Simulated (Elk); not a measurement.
# E(M) of Cobalt, part 2 of 2

How stiff is the moment of Cobalt, and are there other minima?

Elk 11.2.3 (patched build); LDA (Perdew-Wang); all-electron APW+lo, Dirac cores, scalar-relativistic bands.

So far, magnetization (μB): step 2 (unconstrained state) 3.14.

## 3. Moment fixed at 3.097 μB

Holding the total moment away from its free value maps the energy around and beyond the minimum.

A uniform field is adjusted until the total moment meets the target; the run goes on from the state before.

elk.in

```
tasks
  1

xctype
  3

rgkmax
  7.0

nempty
  10

swidth
  0.003

reducebf
  0.5

epsengy
  1e-05

maxscl
  120

spinpol
  .true.

fsmtype
  1

momfix
  0.000000 0.000000 3.097000

taufsm
  0.01

sppath
  './'

avec
  4.73829928489 0.00000000000 0.00000000000
  -2.36914964244 4.10348755135 0.00000000000
  0.00000000000 0.00000000000 7.69099635461

atoms
  1
  'Co.in'
  2
  0.3333333333 0.6666666667 0.2500000000   0.000000 0.000000 -0.000100
  0.6666666667 0.3333333333 0.7500000000   0.000000 0.000000 -0.000100

ngridk
  14 14 8
```

The run is started by

```bash
$ OMP_NUM_THREADS=4 elk
```

Numbers of over 12 decimals in the logs are rounded to 6 here.

What it wrote:

```text
Warning(init1): few empty states an atom for a second variation :    10.00000000
 they are its basis, with spin, DFT+U, afieldc (12 by default), in Hartree-Fock and RDMFT; 30 and more for pressures
Warning(gndstate): core states of species 1 leak from the muffin-tin :   0.6995357330E-03

--- INFO.OUT ---
┌─────────────────────────┐
│ Elk code version 11.2.3 │
└─────────────────────────┘

All units are atomic (Hartree, Bohr, etc.)

┌──────────────────────────────────────────┐
│ Ground-state run resuming from STATE.OUT │
└──────────────────────────────────────────┘

Lattice vectors :
   4.738299285       0.000000000       0.000000000
  -2.369149642       4.103487551       0.000000000
   0.000000000       0.000000000       7.690996355

Species : 1 (Co)
 muffin-tin radius :    2.334644196
 atomic positions (lattice), magnetic fields (Cartesian) :
  1 :   0.33333333  0.16666667  0.25000000    0.00000000  0.00000000  0.00000000
  2 :  -0.33333333 -0.16666667 -0.25000000    0.00000000  0.00000000  0.00000000

Total number of atoms per unit cell :    2
Total muffin-tin volume :    106.6057705
 ratio of muffin-tin to unit cell volume :   0.7128899609

Spin treatment :
 spin-polarised
 global magnetic field (Cartesian) :    0.000000000       0.000000000       0.000000000
 collinear magnetisation in z-direction
 fixed spin moment (FSM) calculation, type :    1
  fixing total moment to (Cartesian) :
     0.000000000       0.000000000       3.097000000

Number of Bravais lattice symmetries :   24
Number of crystal symmetries         :   24
Crystal has inversion symmetry
Real symmetric eigensolver will be used

k-point grid :     14    14     8
k-point offset :    0.000000000       0.000000000       0.000000000
k-point set is reduced with full crystal symmetry group
Total number of k-points :      120

Muffin-tin radius times maximum |G+k| :    7.000000000
 using average radius
Maximum |G+k| for APW functions       :    2.998315551
Maximum (1/2)|G+k|²                   :    4.494948072
Maximum |G| for potential and density :    12.00000000
Constant for pseudocharge density :    7
 order of it for each species :   14
 order of it for pair densities of each species (exact exchange by exxq0 0: 14) :   10
Radial integration step length :    1

G-vector grid sizes :     20    20    30
Number of G-vectors :     4331

Maximum angular momentum used for
 APW functions            :    8
 outer part of muffin-tin :    6

Number of empty states         :     20
Total number of valence states :     72
Total number of core states    :     24

Third-order local-orbitals added for an l without core states : T
Total number of local-orbitals :     44

Exchange-correlation functional :      3     0     0
 Perdew-Wang/Ceperley-Alder, Phys. Rev. B 45, 13244 (1992)
 gradient requirement :    0
 local density approximation (LDA)

Smearing type :    3
 Fermi-Dirac
Smearing width :   0.3000000000E-02
Effective electronic temperature (K) :    947.3250744

Mixing type :    1
 Adaptive linear mixing

Potential read in from STATE.OUT

┌──────────────────────────────┐
│ Self-consistent loop started │
└──────────────────────────────┘

[... earlier loops left out ...]

┌──────────────────┐
│ Loop number : 20 │
└──────────────────┘

Energies :
 Fermi                       :     0.284278
 sum of occupied eigenvalues :     -1604.5074235114
 electron kinetic            :      2821.9398683471
 core electron kinetic       :      2551.0981221350
 Coulomb                     :     -5489.5975633349
 Coulomb potential           :     -4274.7012867086
 nuclear-nuclear             :     -499.77031406297
 electron-nuclear            :     -5725.5997590103
 Hartree                     :      735.77250973839
 Madelung                    :     -3352.2469199806
 xc potential                :     -151.64352807596
 xc effective B-field        :    -0.104882
 external B-field            :      0.000000
 exchange                    :     -109.95248845097
 correlation                 :     -4.677630
 electron entropic           :    -0.15870170307953E-02
 total energy                :     -2782.2894000125
 (external B-field energy excluded from total)

Density of states at Fermi energy :    52.08333515
 (states/Hartree/unit cell)

Estimated indirect band gap :   0.5057082364E-03
 from k-point 77 to k-point 28
Estimated direct band gap   :   0.3254650066E-02
 at k-point 28

Charges :
 core                        :    24.00000000
 valence                     :    30.00000000
 interstitial                :    1.669011410
 muffin-tins (core leakage)
  species : 1 (Co)
   atom 1                    :    26.16549429     (  0.6995357330E-03)
   atom 2                    :    26.16549429     (  0.6995357330E-03)
 total in muffin-tins        :    52.33098859
 total calculated charge     :    53.99694679
 total charge                :    54.00000000
 error                       :   0.3053214815E-02

Moments :
 interstitial                :  -0.8245224738E-01
 muffin-tins
  species : 1 (Co)
   atom 1                    :    1.589756313
   atom 2                    :    1.589756313
 total in muffin-tins        :    3.179512626
 total moment                :    3.097060378

FSM global effective field   :   0.7768572550E-03

┌──────────────────────────────┐
│ Self-consistent loop stopped │
└──────────────────────────────┘

Warning : core states of species 1 leak from the muffin-tin :   0.6995357330E-03

Wrote STATE.OUT
```

The job ended after 48 s (4 threads of Arm Neoverse V1, shared host; peak memory 0.13 GiB).

Read from the output:

* magnetization: 3.097 μB

It lies 0.399 meV a cell above the free run.

## 4. Moment fixed at 2.477 μB

elk.in, as its differences from that of step 3:

```diff
@@ -31,3 +31,3 @@
 momfix
-  0.000000 0.000000 3.097000
+  0.000000 0.000000 2.477000
```

The run is started by

```bash
$ OMP_NUM_THREADS=4 elk
```

What it wrote:

```text
Warning(init1): few empty states an atom for a second variation :    10.00000000
 they are its basis, with spin, DFT+U, afieldc (12 by default), in Hartree-Fock and RDMFT; 30 and more for pressures
Warning(gndstate): core states of species 1 leak from the muffin-tin :   0.6985124018E-03

--- INFO.OUT ---
┌─────────────────────────┐
│ Elk code version 11.2.3 │
└─────────────────────────┘

All units are atomic (Hartree, Bohr, etc.)

┌──────────────────────────────────────────┐
│ Ground-state run resuming from STATE.OUT │
[...]
total charge                :    54.00000000
 error                       :   0.3058770178E-02

Moments :
 interstitial                :  -0.7646145396E-01
 muffin-tins
  species : 1 (Co)
   atom 1                    :    1.276742785
   atom 2                    :    1.276742785
 total in muffin-tins        :    2.553485571
 total moment                :    2.477024117

FSM global effective field   :   0.5944380039E-02

┌──────────────────────────────┐
│ Self-consistent loop stopped │
└──────────────────────────────┘

Warning : core states of species 1 leak from the muffin-tin :   0.6985124018E-03

Wrote STATE.OUT

[key lines of the parts left out:]
total energy                :     -2782.2865056784
```

The job ended after 61 s (4 threads; peak memory 0.13 GiB).

This step gave:

```
magnetization : 2.477 μB
```

It lies 79.2 meV a cell above the free run.

## 5. Moment fixed at 4.335 μB

elk.in, as its differences from that of step 4:

```diff
@@ -31,3 +31,3 @@
 momfix
-  0.000000 0.000000 2.477000
+  0.000000 0.000000 4.335000
```

The run is started by

```bash
$ OMP_NUM_THREADS=4 elk
```

What it wrote:

```text
Warning(init1): few empty states an atom for a second variation :    10.00000000
 they are its basis, with spin, DFT+U, afieldc (12 by default), in Hartree-Fock and RDMFT; 30 and more for pressures
Warning(gndstate): core states of species 1 leak from the muffin-tin :   0.6935818546E-03

--- INFO.OUT ---
┌─────────────────────────┐
│ Elk code version 11.2.3 │
└─────────────────────────┘

All units are atomic (Hartree, Bohr, etc.)

┌──────────────────────────────────────────┐
│ Ground-state run resuming from STATE.OUT │
[...]
total charge                :    54.00000000
 error                       :   0.3019074352E-02

Moments :
 interstitial                :   0.1618872144E-01
 muffin-tins
  species : 1 (Co)
   atom 1                    :    2.159385561
   atom 2                    :    2.159385561
 total in muffin-tins        :    4.318771123
 total moment                :    4.334959844

FSM global effective field   :  -0.3699054866E-01

┌──────────────────────────────┐
│ Self-consistent loop stopped │
└──────────────────────────────┘

Warning : core states of species 1 leak from the muffin-tin :   0.6935818546E-03

Wrote STATE.OUT

[key lines of the parts left out:]
total energy                :     -2782.2701278444
```

It took 84 s on 4 threads; peak memory 0.13 GiB.

Numbers from this step:

```
magnetization : 4.335 μB
```

It lies 525 meV a cell above the free run.

## 6. All moments

In all 8 moments were held (0, 0.619, 1.239, 1.858, 2.477, 3.097, 3.716, 4.335 μB), each run going on from a saved state. The curve holds those that converged and the free run; sizes are given without sign.

Energy over the lowest against total spin moment:

```tsv
total spin moment (μB a cell)	energy over the lowest (meV a cell)
0.00	342
0.62	322
1.24	263
1.86	178
2.48	79.2
3.10	0.399
3.14	0
3.72	109
4.33	525
```

Slope dE/dM read from the holding field against total spin moment:

```tsv
total spin moment (μB a cell)	slope dE/dM read from the holding field (meV/μB)
0.00	-0.0123
0.62	-65.7
1.24	-120
1.86	-152
2.48	-162
3.10	-21.1
3.72	471
4.33	1007
```

## 7. Summary of results

| Item | Value |
| --- | --- |
| moment of the free run | 3.14 μB a cell |
| moment of the lowest point | 3.14 μB a cell |
| energy at zero total moment | 342 meV a cell over the lowest |

The curve is lowest at 3.14 μB a cell and has risen by 525 meV at 4.33 μB. No other minimum shows on the points computed. The parallel moment gains 342 meV a cell against zero total moment. Only the total moment is held, so opposed site moments can hide at small totals; the field's energy is not in the curve.

[Logs and program files are shortened in this print: banners, set-up blocks, solver, clock and traceback lines can be left out without a mark of their own.]

[Logs are printed without paths, hosts, clocks, repeated set-up lines and the standing remarks that a program may print on its own settings, such as how far it seeks lower states.]

[Hosts, paths, dates, database ids (printed as entryN), source tags and the programs' standing remarks are cut or masked in the printed files.]

[Where a cell is said to come from a database of computed structures, the database is the Materials Project.]
